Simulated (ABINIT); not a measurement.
# YBTe3 (Pm-3m): zone-centre phonons, part 2 of 2

Aim: the zone-centre modes of YBTe3 (Pm-3m).

ABINIT 10.8.3; DFT LDA, scalar-relativistic, plane waves, JTH PAW pseudopotentials.

So far. Step 4 (Relaxing the cell and atoms): The volume changes by -0.3 % in this run and stands +3.8 % from the first cell. Step 6 (Zone-centre response): The acoustic modes at Γ come out as far as 6.1 cm⁻¹ from zero, where they should vanish, a small numerical error. The lowest optical mode is imaginary, 70i cm⁻¹, an instability at this level and on this k mesh. The relaxed cell has a = 4.871 Å (conventional setting).

The structure was built from a prototype and need not be the compound's stable phase.

### 7. Zone-centre analysis

anaddb reads the merged derivatives and imposes the acoustic sum rule.

anaddb.abi reads:

```
ddb_filepath "gamma_DDB"
output_file "anaddb.abo"
outdata_prefix "anaddb"
asr 1
chneut 1
enunit 2
eivec 1
nph1l 1
qph1l 0.0 0.0 0.0 1.0
```

mrgddb.in reads:

```
gamma_DDB
merged
1
dfpt_gammao_DDB
```

Run with:

```sh
$ mrgddb < mrgddb.in > mrgddb.log
$ OMP_NUM_THREADS=1 anaddb anaddb.abi > anaddb.log
```

anaddb.abo, the main output file:

```text
-outvars_anaddb: echo values of input variables ----------------------

 Miscellaneous information :
      enunit         2
       eivec         1
         asr         1
 First list of wavevector (reduced coord.) :
       nph1l         1
       qph1l
                     0.00000000E+00  0.00000000E+00  0.00000000E+00    1.000E+00

================================================================================

 read the DDB information and perform some checks

  ==== Info on the Cryst% object ====
 Real(R)+Recip(G) space primitive vectors, cartesian coordinates (Bohr,Bohr^-1):
 R(1)=  9.2044381  0.0000000  0.0000000  G(1)=  0.1086432  0.0000000  0.0000000
 R(2)=  0.0000000  9.2044381  0.0000000  G(2)=  0.0000000  0.1086432  0.0000000
 R(3)=  0.0000000  0.0000000  9.2044381  G(3)=  0.0000000  0.0000000  0.1086432
 Unit cell volume ucvol=  7.7981545E+02 bohr^3
 Angles (23,13,12)=  9.00000000E+01  9.00000000E+01  9.00000000E+01 degrees
 Time-reversal symmetry is present
 Reduced atomic positions [iatom, xred, symbol]:
    1)    0.0000000  0.0000000  0.0000000   Y
    2)    0.5000000  0.5000000  0.5000000   B
    3)    0.5000000  0.5000000  0.0000000  Te
    4)    0.5000000  0.0000000  0.5000000  Te
    5)    0.0000000  0.5000000  0.5000000  Te

 DDB file with 1 blocks has been read.

================================================================================

 Treat the first list of vectors

  Phonon wavevector (reduced coordinates) :  0.00000  0.00000  0.00000
 Phonon energies in Hartree :
  -3.199475E-04 -3.199475E-04 -3.199475E-04 -1.400586E-04 -1.400586E-04
  -1.400586E-04 -1.389219E-08 -1.372666E-08 -1.321767E-08  4.514659E-04
   4.514659E-04  4.514659E-04  6.641616E-04  6.641616E-04  6.641616E-04
 Phonon energies in meV     :
- -8.706214E+00 -8.706214E+00 -8.706214E+00 -3.811190E+00 -3.811190E+00
- -3.811190E+00 -3.780257E-04 -3.735215E-04 -3.596712E-04  1.228501E+01
-  1.228501E+01  1.228501E+01  1.807276E+01  1.807276E+01  1.807276E+01
 Phonon frequencies in cm-1    :
- -7.022035E+01 -7.022035E+01 -7.022035E+01 -3.073932E+01 -3.073932E+01
- -3.073932E+01 -3.048983E-03 -3.012654E-03 -2.900944E-03  9.908531E+01
-  9.908531E+01  9.908531E+01  1.457666E+02  1.457666E+02  1.457666E+02
 Phonon frequencies in Thz     :
- -2.105153E+00 -2.105153E+00 -2.105153E+00 -9.215416E-01 -9.215416E-01
- -9.215416E-01 -9.140621E-05 -9.031710E-05 -8.696810E-05  2.970503E+00
-  2.970503E+00  2.970503E+00  4.369973E+00  4.369973E+00  4.369973E+00
 Phonon energies in Kelvin  :
- -1.010314E+02 -1.010314E+02 -1.010314E+02 -4.422702E+01 -4.422702E+01
- -4.422702E+01 -4.386806E-03 -4.334537E-03 -4.173811E-03  1.425616E+02
-  1.425616E+02  1.425616E+02  2.097256E+02  2.097256E+02  2.097256E+02

 Eigendisplacements
 (will be given, for each mode : in cartesian coordinates
   for each atom the real part of the displacement vector,
   then the imaginary part of the displacement vector - absolute values smaller than 1.0d-7 are set to zero)
  Mode number    1   Energy   -3.199475E-04
 Attention : low frequency mode.
   (Could be unstable or acoustic mode)
-  1  0.00000000E+00  0.00000000E+00 -2.00573182E-03
-     0.00000000E+00  0.00000000E+00  0.00000000E+00
-  2  0.00000000E+00  0.00000000E+00 -2.51213775E-03
-     0.00000000E+00  0.00000000E+00  0.00000000E+00
-  3  0.00000000E+00  0.00000000E+00  2.82607425E-04
-     0.00000000E+00  0.00000000E+00  0.00000000E+00
-  4  0.00000000E+00  0.00000000E+00  6.63944193E-04
-     0.00000000E+00  0.00000000E+00  0.00000000E+00
-  5  0.00000000E+00  0.00000000E+00  6.63944193E-04
-     0.00000000E+00  0.00000000E+00  0.00000000E+00
  Mode number    2   Energy   -3.199475E-04
 Attention : low frequency mode.
   (Could be unstable or acoustic mode)
-  1  0.00000000E+00 -2.00573182E-03  0.00000000E+00
-     0.00000000E+00  0.00000000E+00  0.00000000E+00
-  2  0.00000000E+00 -2.51213775E-03  0.00000000E+00
-     0.00000000E+00  0.00000000E+00  0.00000000E+00
-  3  0.00000000E+00  6.63944193E-04  0.00000000E+00
-     0.00000000E+00  0.00000000E+00  0.00000000E+00
-  4  0.00000000E+00  2.82607425E-04  0.00000000E+00
-     0.00000000E+00  0.00000000E+00  0.00000000E+00
-  5  0.00000000E+00  6.63944193E-04  0.00000000E+00
-     0.00000000E+00  0.00000000E+00  0.00000000E+00
  Mode number    3   Energy   -3.199475E-04
 Attention : low frequency mode.
   (Could be unstable or acoustic mode)
-  1  2.00573182E-03  0.00000000E+00  0.00000000E+00
-     0.00000000E+00  0.00000000E+00  0.00000000E+00
-  2  2.51213775E-03  0.00000000E+00  0.00000000E+00
-     0.00000000E+00  0.00000000E+00  0.00000000E+00
-  3 -6.63944193E-04  0.00000000E+00  0.00000000E+00
-     0.00000000E+00  0.00000000E+00  0.00000000E+00
-  4 -6.63944193E-04  0.00000000E+00  0.00000000E+00
-     0.00000000E+00  0.00000000E+00  0.00000000E+00
-  5 -2.82607425E-04  0.00000000E+00  0.00000000E+00
-     0.00000000E+00  0.00000000E+00  0.00000000E+00
  Mode number    4   Energy   -1.400586E-04
 Attention : low frequency mode.
   (Could be unstable or acoustic mode)
-  1  0.00000000E+00  0.00000000E+00  0.00000000E+00
-     0.00000000E+00  0.00000000E+00  0.00000000E+00
-  2  0.00000000E+00  0.00000000E+00  0.00000000E+00
-     0.00000000E+00  0.00000000E+00  0.00000000E+00
-  3  0.00000000E+00  0.00000000E+00  0.00000000E+00
-     0.00000000E+00  0.00000000E+00  0.00000000E+00
-  4  0.00000000E+00  0.00000000E+00 -1.46615408E-03
-     0.00000000E+00  0.00000000E+00  0.00000000E+00
-  5  0.00000000E+00  0.00000000E+00  1.46615408E-03
-     0.00000000E+00  0.00000000E+00  0.00000000E+00
  Mode number    5   Energy   -1.400586E-04
 Attention : low frequency mode.
   (Could be unstable or acoustic mode)
-  1  0.00000000E+00  0.00000000E+00  0.00000000E+00
-     0.00000000E+00  0.00000000E+00  0.00000000E+00
-  2  0.00000000E+00  0.00000000E+00  0.00000000E+00
-     0.00000000E+00  0.00000000E+00  0.00000000E+00
-  3  0.00000000E+00 -1.46615408E-03  0.00000000E+00
-     0.00000000E+00  0.00000000E+00  0.00000000E+00
-  4  0.00000000E+00  0.00000000E+00  0.00000000E+00
-     0.00000000E+00  0.00000000E+00  0.00000000E+00
-  5  0.00000000E+00  1.46615408E-03  0.00000000E+00
-     0.00000000E+00  0.00000000E+00  0.00000000E+00
  Mode number    6   Energy   -1.400586E-04
 Attention : low frequency mode.
   (Could be unstable or acoustic mode)
-  1  0.00000000E+00  0.00000000E+00  0.00000000E+00
-     0.00000000E+00  0.00000000E+00  0.00000000E+00
-  2  0.00000000E+00  0.00000000E+00  0.00000000E+00
-     0.00000000E+00  0.00000000E+00  0.00000000E+00
-  3  1.46615408E-03  0.00000000E+00  0.00000000E+00
-     0.00000000E+00  0.00000000E+00  0.00000000E+00
-  4 -1.46615408E-03  0.00000000E+00  0.00000000E+00
-     0.00000000E+00  0.00000000E+00  0.00000000E+00
-  5  0.00000000E+00  0.00000000E+00  0.00000000E+00
-     0.00000000E+00  0.00000000E+00  0.00000000E+00
  Mode number    7   Energy   -1.389219E-08
 Attention : low frequency mode.
   (Could be unstable or acoustic mode)
-  1  0.00000000E+00  0.00000000E+00  1.06637664E-03
-     0.00000000E+00  0.00000000E+00  0.00000000E+00
-  2  0.00000000E+00  0.00000000E+00  1.06609737E-03
-     0.00000000E+00  0.00000000E+00  0.00000000E+00
-  3  0.00000000E+00  0.00000000E+00  1.06623720E-03
-     0.00000000E+00  0.00000000E+00  0.00000000E+00
-  4  0.00000000E+00  0.00000000E+00  1.06624039E-03
-     0.00000000E+00  0.00000000E+00  0.00000000E+00
-  5  0.00000000E+00  0.00000000E+00  1.06624039E-03
-     0.00000000E+00  0.00000000E+00  0.00000000E+00
  Mode number    8   Energy   -1.372666E-08
 Attention : low frequency mode.
   (Could be unstable or acoustic mode)
-  1  0.00000000E+00  1.06637664E-03  0.00000000E+00
-     0.00000000E+00  0.00000000E+00  0.00000000E+00
-  2  0.00000000E+00  1.06609737E-03  0.00000000E+00
-     0.00000000E+00  0.00000000E+00  0.00000000E+00
-  3  0.00000000E+00  1.06624039E-03  0.00000000E+00
-     0.00000000E+00  0.00000000E+00  0.00000000E+00
-  4  0.00000000E+00  1.06623720E-03  0.00000000E+00
-     0.00000000E+00  0.00000000E+00  0.00000000E+00
-  5  0.00000000E+00  1.06624039E-03  0.00000000E+00
-     0.00000000E+00  0.00000000E+00  0.00000000E+00
  Mode number    9   Energy   -1.321767E-08
 Attention : low frequency mode.
   (Could be unstable or acoustic mode)
-  1  1.06637664E-03  0.00000000E+00  0.00000000E+00
-     0.00000000E+00  0.00000000E+00  0.00000000E+00
-  2  1.06609737E-03  0.00000000E+00  0.00000000E+00
-     0.00000000E+00  0.00000000E+00  0.00000000E+00
-  3  1.06624039E-03  0.00000000E+00  0.00000000E+00
-     0.00000000E+00  0.00000000E+00  0.00000000E+00
-  4  1.06624039E-03  0.00000000E+00  0.00000000E+00
-     0.00000000E+00  0.00000000E+00  0.00000000E+00
-  5  1.06623720E-03  0.00000000E+00  0.00000000E+00
-     0.00000000E+00  0.00000000E+00  0.00000000E+00
  Mode number   10   Energy    4.514659E-04
-  1  0.00000000E+00  0.00000000E+00  1.00325506E-03
-     0.00000000E+00  0.00000000E+00  0.00000000E+00
-  2  0.00000000E+00  0.00000000E+00 -5.99028854E-03
-     0.00000000E+00  0.00000000E+00  0.00000000E+00
-  3  0.00000000E+00  0.00000000E+00 -6.66884254E-04
-     0.00000000E+00  0.00000000E+00  0.00000000E+00
-  4  0.00000000E+00  0.00000000E+00  2.37616991E-04
-     0.00000000E+00  0.00000000E+00  0.00000000E+00
-  5  0.00000000E+00  0.00000000E+00  2.37616991E-04
-     0.00000000E+00  0.00000000E+00  0.00000000E+00
  Mode number   11   Energy    4.514659E-04
-  1  0.00000000E+00  1.00325506E-03  0.00000000E+00
-     0.00000000E+00  0.00000000E+00  0.00000000E+00
-  2  0.00000000E+00 -5.99028854E-03  0.00000000E+00
-     0.00000000E+00  0.00000000E+00  0.00000000E+00
-  3  0.00000000E+00  2.37616991E-04  0.00000000E+00
-     0.00000000E+00  0.00000000E+00  0.00000000E+00
-  4  0.00000000E+00 -6.66884253E-04  0.00000000E+00
-     0.00000000E+00  0.00000000E+00  0.00000000E+00
-  5  0.00000000E+00  2.37616991E-04  0.00000000E+00
-     0.00000000E+00  0.00000000E+00  0.00000000E+00
  Mode number   12   Energy    4.514659E-04
-  1  1.00325506E-03  0.00000000E+00  0.00000000E+00
-     0.00000000E+00  0.00000000E+00  0.00000000E+00
-  2 -5.99028854E-03  0.00000000E+00  0.00000000E+00
-     0.00000000E+00  0.00000000E+00  0.00000000E+00
-  3  2.37616991E-04  0.00000000E+00  0.00000000E+00
-     0.00000000E+00  0.00000000E+00  0.00000000E+00
-  4  2.37616991E-04  0.00000000E+00  0.00000000E+00
-     0.00000000E+00  0.00000000E+00  0.00000000E+00
-  5 -6.66884253E-04  0.00000000E+00  0.00000000E+00
-     0.00000000E+00  0.00000000E+00  0.00000000E+00
  Mode number   13   Energy    6.641616E-04
-  1  0.00000000E+00  0.00000000E+00  6.08819060E-05
-     0.00000000E+00  0.00000000E+00  0.00000000E+00
-  2  0.00000000E+00  0.00000000E+00 -2.72246159E-03
-     0.00000000E+00  0.00000000E+00  0.00000000E+00
-  3  0.00000000E+00  0.00000000E+00  1.62411584E-03
-     0.00000000E+00  0.00000000E+00  0.00000000E+00
-  4  0.00000000E+00  0.00000000E+00 -7.17952294E-04
-     0.00000000E+00  0.00000000E+00  0.00000000E+00
-  5  0.00000000E+00  0.00000000E+00 -7.17952294E-04
-     0.00000000E+00  0.00000000E+00  0.00000000E+00
  Mode number   14   Energy    6.641616E-04
-  1  0.00000000E+00 -6.08819060E-05  0.00000000E+00
-     0.00000000E+00  0.00000000E+00  0.00000000E+00
-  2  0.00000000E+00  2.72246159E-03  0.00000000E+00
-     0.00000000E+00  0.00000000E+00  0.00000000E+00
-  3  0.00000000E+00  7.17952294E-04  0.00000000E+00
-     0.00000000E+00  0.00000000E+00  0.00000000E+00
-  4  0.00000000E+00 -1.62411584E-03  0.00000000E+00
-     0.00000000E+00  0.00000000E+00  0.00000000E+00
-  5  0.00000000E+00  7.17952294E-04  0.00000000E+00
-     0.00000000E+00  0.00000000E+00  0.00000000E+00
  Mode number   15   Energy    6.641616E-04
-  1  6.08819060E-05  0.00000000E+00  0.00000000E+00
-     0.00000000E+00  0.00000000E+00  0.00000000E+00
-  2 -2.72246159E-03  0.00000000E+00  0.00000000E+00
-     0.00000000E+00  0.00000000E+00  0.00000000E+00
-  3 -7.17952294E-04  0.00000000E+00  0.00000000E+00
-     0.00000000E+00  0.00000000E+00  0.00000000E+00
-  4 -7.17952294E-04  0.00000000E+00  0.00000000E+00
-     0.00000000E+00  0.00000000E+00  0.00000000E+00
-  5  1.62411584E-03  0.00000000E+00  0.00000000E+00
-     0.00000000E+00  0.00000000E+00  0.00000000E+00

 Analysis of degeneracies and characters (maximum tolerance=1.00E-06 a.u.)
 For each vibration mode, or group of modes if degenerate,
 the characters are given for each symmetry operation (see the list in the log file).
 Symmetry characters of vibration mode #   1
       degenerate with vibration modes #   2 to    3
  3.0 -3.0 -1.0  1.0 -1.0  1.0 -1.0  1.0  1.0 -1.0 -1.0  1.0  1.0 -1.0 -1.0  1.0
 -0.0  0.0 -0.0  0.0  0.0 -0.0  0.0 -0.0  1.0 -1.0 -1.0  1.0 -1.0  1.0  1.0 -1.0
 -0.0  0.0  0.0 -0.0  0.0 -0.0 -0.0  0.0  1.0 -1.0  1.0 -1.0 -1.0  1.0 -1.0  1.0
 Symmetry characters of vibration mode #   4
       degenerate with vibration modes #   5 to    6
  3.0 -3.0 -1.0  1.0 -1.0  1.0 -1.0  1.0 -1.0  1.0  1.0 -1.0 -1.0  1.0  1.0 -1.0
 -0.0  0.0  0.0 -0.0 -0.0  0.0  0.0 -0.0 -1.0  1.0  1.0 -1.0  1.0 -1.0 -1.0  1.0
 -0.0  0.0 -0.0  0.0  0.0 -0.0  0.0 -0.0 -1.0  1.0 -1.0  1.0  1.0 -1.0  1.0 -1.0
 Symmetry characters of vibration mode #   7
       degenerate with vibration modes #   8 to    9
  3.0 -3.0 -1.0  1.0 -1.0  1.0 -1.0  1.0  1.0 -1.0 -1.0  1.0  1.0 -1.0 -1.0  1.0
 -0.0  0.0  0.0 -0.0 -0.0  0.0  0.0 -0.0  1.0 -1.0 -1.0  1.0 -1.0  1.0  1.0 -1.0
 -0.0  0.0 -0.0  0.0  0.0 -0.0  0.0 -0.0  1.0 -1.0  1.0 -1.0 -1.0  1.0 -1.0  1.0
 Symmetry characters of vibration mode #  10
       degenerate with vibration modes #  11 to   12
  3.0 -3.0 -1.0  1.0 -1.0  1.0 -1.0  1.0  1.0 -1.0 -1.0  1.0  1.0 -1.0 -1.0  1.0
 -0.0  0.0  0.0 -0.0 -0.0  0.0 -0.0  0.0  1.0 -1.0 -1.0  1.0 -1.0  1.0  1.0 -1.0
 -0.0  0.0 -0.0  0.0 -0.0  0.0  0.0 -0.0  1.0 -1.0  1.0 -1.0 -1.0  1.0 -1.0  1.0
 Symmetry characters of vibration mode #  13
       degenerate with vibration modes #  14 to   15
  3.0 -3.0 -1.0  1.0 -1.0  1.0 -1.0  1.0  1.0 -1.0 -1.0  1.0  1.0 -1.0 -1.0  1.0
  0.0 -0.0 -0.0  0.0 -0.0  0.0  0.0 -0.0  1.0 -1.0 -1.0  1.0 -1.0  1.0  1.0 -1.0
  0.0 -0.0 -0.0  0.0  0.0 -0.0 -0.0  0.0  1.0 -1.0  1.0 -1.0 -1.0  1.0 -1.0  1.0
-
```

Wall time 0.73 s (1 thread of Intel Xeon at 2.70GHz, shared host).

Read from the output:

| Property | Result |
| --- | --- |
| highest optical zone-centre mode (no LO-TO term) | 145.8 cm⁻¹ |
| lowest optical zone-centre mode | -70.22 cm⁻¹ |

No LO-TO term; unit eigenvectors of the mass-weighted matrix, from anaddb's displacements. Modes at Γ, with each element's share of the kinetic energy (negative means imaginary):

| mode | frequency (cm⁻¹) | symmetry | Y % | B % | Te % |
| --- | --- | --- | --- | --- | --- |
| 1 | -70.2 | T1u | 65 | 12 | 22 |
| 2 | -70.2 | T1u | 65 | 12 | 22 |
| 3 | -70.2 | T1u | 65 | 12 | 22 |
| 4 | -30.7 | T2u | 0 | 0 | 100 |
| 5 | -30.7 | T2u | 0 | 0 | 100 |
| 6 | -30.7 | T2u | 0 | 0 | 100 |
| 7 | 0.0 | acoustic | 18 | 2 | 79 |
| 8 | 0.0 | acoustic | 18 | 2 | 79 |
| 9 | 0.0 | acoustic | 18 | 2 | 79 |
| 10 | 99.1 | T1u | 16 | 71 | 13 |
| 11 | 99.1 | T1u | 16 | 71 | 13 |
| 12 | 99.1 | T1u | 16 | 71 | 13 |
| 13 | 145.8 | T1u | 0 | 15 | 85 |
| 14 | 145.8 | T1u | 0 | 15 | 85 |
| 15 | 145.8 | T1u | 0 | 15 | 85 |

Displacements in mode 1 (-70.2 cm⁻¹), the largest set to 1:
```
Y1   0.00  0.00 -0.80
B2   0.00  0.00 -1.00
Te3  0.00  0.00  0.11
Te4  0.00  0.00  0.26
Te5  0.00  0.00  0.26
```

Displacements in mode 10 (99.1 cm⁻¹), the largest set to 1:
```
Y1   0.00  0.00  0.17
B2   0.00  0.00 -1.00
Te3  0.00  0.00 -0.11
Te4  0.00  0.00  0.04
Te5  0.00  0.00  0.04
```

The rule also moves an optical mode by 1.0 cm⁻¹.

### 8. Outcome

| Quantity | Value |
| --- | --- |
| space group after relaxation | Pm-3m |
| volume per atom | 23.1 Å³ |
| highest optical zone-centre mode (no LO-TO term) | 145.8 cm⁻¹ |
| lowest optical zone-centre mode | -70.2 cm⁻¹ |
| imaginary optical modes at the zone centre (no q mesh in this session) | yes |

What this shows: At the LDA level the optical modes of YBTe3 (Pm-3m) at the zone centre run from 70i to 146 cm⁻¹, so the structure is a saddle point, with 6 modes beyond 10i cm⁻¹ there. These are harmonic frequencies: anharmonic shifts and widths and the lattice's thermal expansion are left out. The Fermi-Dirac smearing of 0.01 Ha is an electronic temperature of 3158 K, which adds a pressure of its own and can shift the volume and soft modes. Spin-orbit coupling is left out, which can matter for the heavy elements here. In a metal the frequencies hang on the k mesh and the smearing, most of all near Kohn anomalies. The structure is a hypothetical one, built on a prototype.

[Host names and launcher messages were left out of these logs when they were recorded.]

[Logs are printed without paths, hosts, clocks, repeated set-up lines and the standing remarks that a program may print on its own settings, such as how far it seeks lower states.]

[Hosts, paths, dates, database ids (printed as entryN), source tags and the programs' standing remarks are cut or masked in the printed files.]
